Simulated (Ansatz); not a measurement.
# NaSrH3 (model cell, started as cubic perovskite with Sr in the octahedra): a soft mode frozen in, part 2 of 3

Aim: this structure of NaSrH3 (model cell, started as cubic perovskite with Sr in the octahedra) is to be tested for unstable modes, and one is followed downhill.

Ansatz 0.2.0; DFT PBEsol, scalar-relativistic, plane waves, PAW; PAW set soft_1.

So far, highest frequency on the path or at a solved wavevector (cm⁻¹): step 2 (response at finite wavevector) 1354. Also lowest frequency on the path (cm⁻¹): step 2 -494.

The structure was built from a prototype and need not be the compound's stable phase.

## 4. The mode frozen in, largest atomic shift 0.6 Å

The atoms are moved along the unstable eigenvector, the largest shift by 0.6 Å, with the cell fixed.

File input.yaml:

```yaml
crystal:
  lattice:
    - [4.6424375156, 4.6424375156, 0.0]
    - [4.6424375156, 0.0, 4.6424375156]
    - [4.6424375156, 0.0, -4.6424375156]
  atoms:
    - { symbol: Na, position: [0.0, 0.5, 0.5] }
    - { symbol: Na, position: [0.0, 0.0, 0.0] }
    - { symbol: Sr, position: [0.5, 0.25, 0.75] }
    - { symbol: Sr, position: [0.5, 0.75, 0.25] }
    - { symbol: H, position: [0.5, 0.4353787748, 0.4353787748] }
    - { symbol: H, position: [0.5, 0.0646212252, 0.0646212252] }
    - { symbol: H, position: [0.0, 1.0, 0.5] }
    - { symbol: H, position: [0.0, 0.5, 0.0] }
    - { symbol: H, position: [0.5, -0.0646212252, 0.5646212252] }
    - { symbol: H, position: [0.5, 0.5646212252, -0.0646212252] }
kpoints:
  mp_grid: { grid: [6, 6, 6] }
hamiltonian:
  xc: pbesol
  pseudopotentials: { kind: paw, azcp: { folder: soft_1 }, xc_functional: pbe }
scf:
  occupations: { method: gaussian, width: 0.02 }
output:
  forces: true
  stress: true
  eigenvalues: true
```

Launch:

```
$ ansatz run input.yaml --threads 4 --pin off --max-ram 16384MiB --backend cpu --events-out ev --progress --plain --runs-dir out
```

Numbers of over 12 decimals in the logs are rounded to 6 here.

Log:

```text
[...]
Crystal: 10 atoms, lattice volume = 200.110 Å³
Basis set: ecut = 420 eV, 3839 PW (Γ), exchange–correlation on 90×90×90 points (8 copies of the dense FFT grid, shifted against one another)
Bands: 32, of which v1, the nominal top of the filled ones, is band 22 counted from 1 (21 counted from 0)
Symmetry: 16 space group operations
[...]
k-points: 30 of 216
[...]
k-point 0: bands = [... 18 lower, 0.1433, 1.0443, 1.1476, 1.1476, 3.8899, 3.8899, 4.1717, 5.9247, ... 4 higher]
  k-point 1: bands = [... 18 lower, 0.1850, 0.7861, 1.0104, 1.0589, 3.8758, 4.0617, 4.2904, 5.9705, ... 4 higher]
  k-point 2: bands = [... 18 lower, 0.3012, 0.3724, 0.8119, 0.8534, 3.9685, 4.4967, 4.6588, 5.0470, ... 4 higher]
  k-point 29: bands = [... 18 lower, 0.0492, 0.2075, 0.8486, 0.8486, 3.6640, 5.2123, 6.0192, 6.0192, ... 4 higher]
[key lines of the parts left out:]
SCF converged after 8 iterations
Free energy (F): -10031.983090 eV
Fermi energy:    2.044966 eV
P = ⅓ Tr σ = -0.9428 GPa (-9.428 kbar)
```

Elapsed: 2.1 s, on 4 threads of Arm Neoverse V2, shared host; peak memory 0.55 GiB.

This step gave:

```
pressure                         : -0.9428 GPa
gap on the k-mesh                : 1.795 eV
energy from the undistorted cell : -44.05 meV/atom
```

The energy, extrapolated to zero smearing, is -44.05 meV/atom against the undistorted cell.

The run ends at a pressure of -0.94 GPa, with forces up to 0.22 eV/Å.

## 5. Energy along the mode, all amplitudes (two of the runs are shown above)

An imaginary frequency means negative curvature, so the energy should fall and then rise again as anharmonic terms take over.

Numbers from this step:

```yaml
depth_at_the_lowest_point_sampled: 44.05 meV/atom
largest_atomic_shift_at_that_point: 0.6 Å
```

The energy from the parent by largest atomic shift:

```tsv
largest atomic shift (Å)	energy from the parent (meV/atom)
0.000	0
0.040	-0.288
0.080	-1.15
0.140	-3.47
0.220	-8.31
0.320	-16.6
0.450	-29.5
0.600	-44.1
```

Displacement at unit largest shift by atom:

```tsv
atom	x (Å)	y (Å)	z (Å)	size
Na1	0.00	0.00	0.00	0.00
Na2	0.00	0.00	0.00	0.00
Sr3	0.00	0.00	0.00	0.00
Sr4	0.00	0.00	0.00	0.00
H5	-1.00	0.00	0.00	1.00
H6	1.00	0.00	0.00	1.00
H7	0.00	0.00	0.00	0.00
H8	0.00	0.00	0.00	0.00
H9	0.00	0.00	-1.00	1.00
H10	0.00	0.00	1.00	1.00
```

The lowest of the steps tried is the last one, at 0.6 Å, 44.1 meV/atom below the parent; the bottom of the well need not coincide with a step.

## 6. Relaxing from the distorted cell

Starting from the lowest point found, all atoms and the cell are let go, so that strain and other modes of the same symmetry can join in.

input.yaml, as its differences from that of step 4:

```diff
@@ -22,3 +22,3 @@
 scf:
-  occupations: { method: gaussian, width: 0.02 }
+  occupations: { method: fixed }
 output:
@@ -27 +27,6 @@
   eigenvalues: true
+relax:
+  adjacent_minimum: "off"
+  f_tol: 0.002
+  max_steps: 120
+  cell: { stress_tol: 0.03 }
```

Log:

```text
[...]
Crystal: 10 atoms, lattice volume = 200.110 Å³
Basis set: ecut = 420 eV, 3839 PW (Γ), exchange–correlation on 90×90×90 points (8 copies of the dense FFT grid, shifted against one another)
Bands: 32, of which v1, the nominal top of the filled ones, is band 22 counted from 1 (21 counted from 0)
Symmetry: 16 space group operations
[...]
k-points: 30 of 216
[...]
SCF iter   1: F=—  HF=-10034.555974 eV  |F-HF|=—  |Δ(HF+E_count)|=         —  Δρ=5.02e-2  dr2=7.11e0  ethr=3.10e-3  ⟨swp⟩=5.9  Hψ=3979  notcnv=0  defer=213
[...]
SCF iter   8: F=-10031.983090 eV  HF=-10031.983090 eV  |F-HF|=8.19e-9  |Δ(HF+E_count)|=   1.49e-7  Δρ=2.05e-6  dr2=1.31e-8  ethr=2.27e-10  ⟨swp⟩=18.3  Hψ=7626  notcnv=0
SCF 1 converged in 8 iterations: F = -10031.983090 eV  dr2 = 1.31e-8
[...]
relax step   1: F+E_penalty+E_count = -10031.98308960 eV  Δ(F+E_penalty+E_count) = +0.000e0 eV  max|allowed force component| = 2.162e-1 eV/Å  Δτ_max = 0.0000 Å  P = -0.943 GPa  Ω = 200.110 Å³  (8 SCF iters, dr2 threshold 1.00e-7 eV, accepted)
Crystal: 10 atoms, lattice volume = 192.176 Å³
Basis set: ecut = 420 eV, 3751 PW (Γ), exchange–correlation on 90×90×90 points (8 copies of the dense FFT grid, shifted against one another)
[...]
iter 1 solved again at ethr=3.74e-4 eV; its pass at ethr=3.10e-3 eV (dr2=1.64e-1 eV) is discarded
[...]
SCF iter   6: F=-10032.148011 eV  HF=-10032.148010 eV  |F-HF|=1.60e-7  |Δ(HF+E_count)|=   2.46e-7  Δρ=8.95e-6  dr2=1.88e-7  ethr=2.27e-9  ⟨swp⟩=15.0  Hψ=6467  notcnv=0
the search or the solves at the SCF's close seem to have found levels that the self-consistency loop had missed (the run counts 1). By its estimate they hold under 1e-12 electrons; where the run keeps them, the occupations were computed again with them
SCF 2 converged in 6 iterations: F = -10032.148011 eV  dr2 = 1.88e-7
relax step   2: F+E_penalty+E_count = -10032.14801065 eV  Δ(F+E_penalty+E_count) = -1.649e-1 eV  max|allowed force component| = 8.357e-2 eV/Å  Δτ_max = 0.1949 Å  P = -0.647 GPa  Ω = 192.176 Å³  energy of the carried Pulay correction = +2.018e-3 eV  (6 SCF iters, dr2 threshold 1.00e-6 eV, accepted)
Crystal: 10 atoms, lattice volume = 181.413 Å³
Basis set: ecut = 420 eV, 3543 PW (Γ), exchange–correlation on 90×90×90 points (8 copies of the dense FFT grid, shifted against one another)
[...]
SCF iter   6: F=-10032.169503 eV  HF=-10032.169503 eV  |F-HF|=5.10e-8  |Δ(HF+E_count)|=   1.50e-6  Δρ=6.58e-6  dr2=8.04e-8  ethr=2.27e-9  ⟨swp⟩=14.3  Hψ=6306  notcnv=0
[...]
SCF 3 converged in 6 iterations: F = -10032.169503 eV  dr2 = 8.04e-8
relax step   3: F+E_penalty+E_count = -10032.16950302 eV  Δ(F+E_penalty+E_count) = -2.149e-2 eV  max|allowed force component| = 7.086e-2 eV/Å  Δτ_max = 0.1333 Å  P = +0.349 GPa  Ω = 181.413 Å³  energy of the carried Pulay correction = +4.890e-3 eV  (6 SCF iters, dr2 threshold 1.00e-6 eV, accepted)
[...]
relax step   4: F+E_penalty+E_count = -10032.17848888 eV  Δ(F+E_penalty+E_count) = -8.986e-3 eV  max|allowed force component| = 1.901e-2 eV/Å  Δτ_max = 0.0606 Å  P = +0.140 GPa  Ω = 184.195 Å³  energy of the carried Pulay correction = +4.132e-3 eV  (5 SCF iters, dr2 threshold 7.19e-7 eV, accepted)
[...]
relax step   5: F+E_penalty+E_count = -10032.17858426 eV  Δ(F+E_penalty+E_count) = -9.538e-5 eV  max|allowed force component| = 6.988e-3 eV/Å  Δτ_max = 0.0124 Å  P = -0.105 GPa  Ω = 185.703 Å³  energy of the carried Pulay correction = +3.726e-3 eV  (5 SCF iters, dr2 threshold 1.06e-7 eV, accepted)
[...]
relax step   6: F+E_penalty+E_count = -10032.17905612 eV  Δ(F+E_penalty+E_count) = -4.719e-4 eV  max|allowed force component| = 2.530e-4 eV/Å  Δτ_max = 0.0021 Å  P = -0.003 GPa  Ω = 184.978 Å³  energy of the carried Pulay correction = +3.921e-3 eV  (5 SCF iters, dr2 threshold 3.48e-8 eV, accepted)
[...]
SCF iter   5: F=-10032.175986 eV  HF=-10032.175986 eV  |F-HF|=9.09e-12  |Δ(HF+E_count)|=  6.64e-10  Δρ=7.12e-8  dr2=8.88e-12  ethr=1.00e-12  ⟨swp⟩=18.7  Hψ=7617  notcnv=0
SCF 7 converged in 5 iterations: F = -10032.175986 eV  dr2 = 8.88e-12
relax step   7: F+E_penalty+E_count = -10032.17598649 eV  Δ(F+E_penalty+E_count) = +3.070e-3 eV  max|allowed force component| = 2.917e-4 eV/Å  Δτ_max = 0.0000 Å  P = -0.020 GPa  Ω = 184.978 Å³  stress off target by 2.19e-2 GPa  SCF on the basis re-selected at this cell (its energy is not comparable with the rows above)  (5 SCF iters)
basis re-selected at this cell: Δ(F+E_penalty+E_count) = +3.070e-3 eV, ΔP = -0.016 GPa vs the last step (what re-selecting the basis moved, of the pressure what is left beyond the Pulay correction that the steps carried, after the strain that the cell walked since its last selection, with what the two solves' SCF thresholds leave and, on support functions, any second-order correction that the steps lacked; it is no m [...]
SCF converged after 5 iterations
Free energy (F): -10032.175986 eV
[...]
Internal energy: -10032.175986 eV  (E = F + TS)
E sigma→0 (E₀):  -10032.175986 eV
Fermi energy:    1.844495 eV
[...]
--- Forces (eV/Å), atoms counted from 1 ---
  atom   1  Na     0.00000000     0.00000000     0.00000000
  atom   2  Na    -0.00000000    -0.00000000     0.00000000
  atom   3  Sr     0.00000000     0.00000000     0.00000000
  atom   4  Sr    -0.00000000     0.00000000    -0.00000000
  atom   5  H      0.00029172     0.00000000     0.00000000
  atom   6  H     -0.00029172    -0.00000000     0.00000000
  atom   7  H     -0.00000000    -0.00000000     0.00000000
  atom   8  H      0.00000000     0.00000000    -0.00000000
  atom   9  H      0.00000000    -0.00000000     0.00029172
  atom  10  H     -0.00000000     0.00000000    -0.00029172
  max |Σ_I F_I| component: 5.42e-20 eV/Å
--- Stress (GPa, compression-positive) ---
       -0.021853      -0.000000      -0.000000
       -0.000000      -0.015040       0.000000
       -0.000000       0.000000      -0.021853
  P = ⅓ Tr σ = -0.0196 GPa (-0.196 kbar)
--- Band table (eV; the first three rows and the last of 30) ---
  k-point 0: bands = [... 18 lower, 0.3843, 1.4515, 1.8445, 1.8445, 4.2810, 4.2810, 4.7750, 6.5612, ... 6 higher]
  k-point 1: bands = [... 18 lower, 0.4312, 1.2328, 1.6403, 1.7348, 4.2905, 4.4566, 4.8965, 6.6823, ... 6 higher]
  k-point 2: bands = [... 18 lower, 0.5563, 0.7707, 1.3784, 1.4889, 4.4556, 4.8959, 5.1696, 5.6823, ... 6 higher]
  k-point 29: bands = [... 18 lower, 0.1157, 0.5375, 1.5435, 1.5435, 4.6607, 5.8396, 6.5061, 6.5061, ... 6 higher]
--- Relaxed structure (6 steps of the walk, 6 accepted, 1 SCFs on fresh bases) ---
  F+E_penalty+E_count = -10032.17598649 eV   max|allowed force component| = 2.917e-4 eV/Å   (the final SCF, on the basis selected at the relaxed cell)
  cell:  # Å, volume = 184.9784 Å³
    - [4.501650, 4.564018, 0.0]
    - [4.501650, 0, 4.501650]
    - [4.501650, 0, -4.501650]
  atoms:
    - { symbol: Na, position: [0, 0.500000, 0.500000] }
    - { symbol: Na, position: [0, 6.352330859060431e-19, -5.604997816818025e-19] }
    - { symbol: Sr, position: [0.5, 0.250000, 0.750000] }
    - { symbol: Sr, position: [0.5, 0.750000, 0.250000] }
    - { symbol: H, position: [0.5, 0.405447, 0.405447] }
    - { symbol: H, position: [0.5, 0.094553, 0.094553] }
    - { symbol: H, position: [0, 1.000000, 0.500000] }
    - { symbol: H, position: [0, 0.500000, 0.0] }
    - { symbol: H, position: [0.5, -0.094553, 0.594553] }
    - { symbol: H, position: [0.5, 0.594553, -0.094553] }
```

Wall time 14 s (4 threads); peak memory 0.58 GiB.

Relaxation path:

```tsv
step	energy less that of the first step (eV)	largest force component (eV/Å)	pressure (GPa)	volume (Å³)
1	0.0000	0.2162	-0.94	200.11
2	-0.1649	0.0836	-0.65	192.18
3	-0.1864	0.0709	0.35	181.41
4	-0.1954	0.0190	0.14	184.20
5	-0.1955	0.0070	-0.11	185.70
6	-0.1960	0.0003	0.00	184.98
7*	-0.1929	0.0003	-0.02	184.98
```

Relaxation steps marked * repeat the geometry before them on a plane-wave basis chosen anew for their cell, so energy and pressure can jump there.

Forces are held to the 16 operations that the run works with; a distortion that breaks them can't arise in this run.

```tsv
conventional cell, symmetrised	before	after	change
a (Å)	6.565	6.366	-3.0 %
b (Å)	6.565	6.366	-3.0 %
c (Å)	9.285	9.128	-1.7 %
volume (Å³/atom)	20.01	18.50	-7.6 %
```

The atoms that moved most (Å, as changes of fractional coordinates times the final cell):

```tsv
atom	dx	dy	dz	length
H5	-0.269	0.000	0.000	0.269
H10	0.000	0.000	0.269	0.269
H6	0.269	0.000	0.000	0.269
H9	0.000	0.000	-0.269	0.269
```

Final coordinates:

```cif
data_structure
_symmetry_space_group_name_H-M 'P 1'
_symmetry_Int_Tables_number 1
_cell_length_a 6.4105
_cell_length_b 6.3663
_cell_length_c 6.3663
_cell_angle_alpha 90.000
_cell_angle_beta 60.228
_cell_angle_gamma 60.228
_cell_volume 184.98
loop_
_atom_site_label
_atom_site_type_symbol
_atom_site_fract_x
_atom_site_fract_y
_atom_site_fract_z
_atom_site_occupancy
Na1 Na 0.00000 0.50000 0.50000 1
Na2 Na 0.00000 0.00000 0.00000 1
Sr3 Sr 0.50000 0.25000 0.75000 1
Sr4 Sr 0.50000 0.75000 0.25000 1
H5 H 0.50000 0.40545 0.40545 1
H6 H 0.50000 0.09455 0.09455 1
H7 H 0.00000 0.00000 0.50000 1
H8 H 0.00000 0.50000 0.00000 1
H9 H 0.50000 0.90545 0.59455 1
H10 H 0.50000 0.59455 0.90545 1
```

This step gave:

```
pressure          : -0.01958 GPa
gap on the k-mesh : 1.457 eV
volume per atom   : 18.50 Å³
```

The distorted start has space group I4/mcm; the relaxation ends in I4/mcm.

## 7. The new phase in its own primitive cell

The relaxed structure is symmetrised, reduced to its primitive cell and relaxed tightly, as its phonons need.

input.yaml, the sections that differ from step 6:

```yaml
crystal:
  lattice:
    - [-3.1831475612, 3.1831475612, 4.5640184904]
    - [3.1831475612, -3.1831475612, 4.5640184904]
    - [3.1831475612, 3.1831475612, -4.5640184904]
  atoms:
    - { symbol: Na, position: [0.25, 0.75, 0.5] }
    - { symbol: Na, position: [0.75, 0.25, 0.5] }
    - { symbol: Sr, position: [0.0, 0.0, 0.0] }
    - { symbol: Sr, position: [0.5, 0.5, 0.0] }
    - { symbol: H, position: [0.3445533423, 0.8445533423, 0.1891066846] }
    - { symbol: H, position: [0.6554466577, 0.1554466577, 0.8108933154] }
    - { symbol: H, position: [0.25, 0.25, 0.0] }
    - { symbol: H, position: [0.75, 0.75, 0.0] }
    - { symbol: H, position: [0.1554466577, 0.3445533423, 0.5] }
    - { symbol: H, position: [0.8445533423, 0.6554466577, 0.5] }
relax:
  adjacent_minimum: "off"
  f_tol: 0.001
  max_steps: 60
  cell: { stress_tol: 0.01 }
# kpoints, hamiltonian, scf, output: as in step 6
```

Log:

```text
[...]
Crystal: 10 atoms, lattice volume = 184.978 Å³
Basis set: ecut = 420 eV, 3647 PW (Γ), exchange–correlation on 90×90×90 points (8 copies of the dense FFT grid, shifted against one another)
Bands: 32, of which v1, the nominal top of the filled ones, is band 22 counted from 1 (21 counted from 0)
Symmetry: 16 space group operations
[...]
k-points: 30 of 216
[...]
- { symbol: Na, position: [0.75, 0.25, 0.5] }
    - { symbol: Sr, position: [0, 0, 0] }
    - { symbol: Sr, position: [0.5, 0.5, 0] }
    - { symbol: H, position: [0.344513, 0.844513, 0.189027] }
    - { symbol: H, position: [0.655487, 0.155487, 0.810973] }
    - { symbol: H, position: [0.25, 0.25, 0] }
    - { symbol: H, position: [0.750000, 0.750000, 0] }
    - { symbol: H, position: [0.155487, 0.344513, 0.5] }
    - { symbol: H, position: [0.844513, 0.655487, 0.5] }
[key lines of the parts left out:]
SCF converged after 5 iterations
Free energy (F): -10032.175983 eV
Fermi energy:    1.851725 eV
P = ⅓ Tr σ = 0.0067 GPa (0.067 kbar)
```

Run time: 6.1 s. Hardware: 4 threads; peak memory 0.56 GiB.

Little changed from the start: no atom moved by 0.005 Å and no cell edge by 0.1 %.

Numbers from this step:

```
pressure           : 0.006674 GPa
gap on the k-mesh  : 1.455 eV
volume per atom    : 18.48 Å³
direct gap on mesh : 2.204 eV
```

The largest force component left is 0.92 meV/Å and the pressure is 0.007 GPa, within the tolerances set. The cell now holds 18.48 Å³/atom.

(Part 2 of 3 ends here.)

[Logs are printed without paths, hosts, clocks, repeated set-up lines and the standing remarks that a program may print on its own settings, such as how far it seeks lower states.]

[Hosts, paths, dates, database ids (printed as entryN), source tags and the programs' standing remarks are cut or masked in the printed files.]
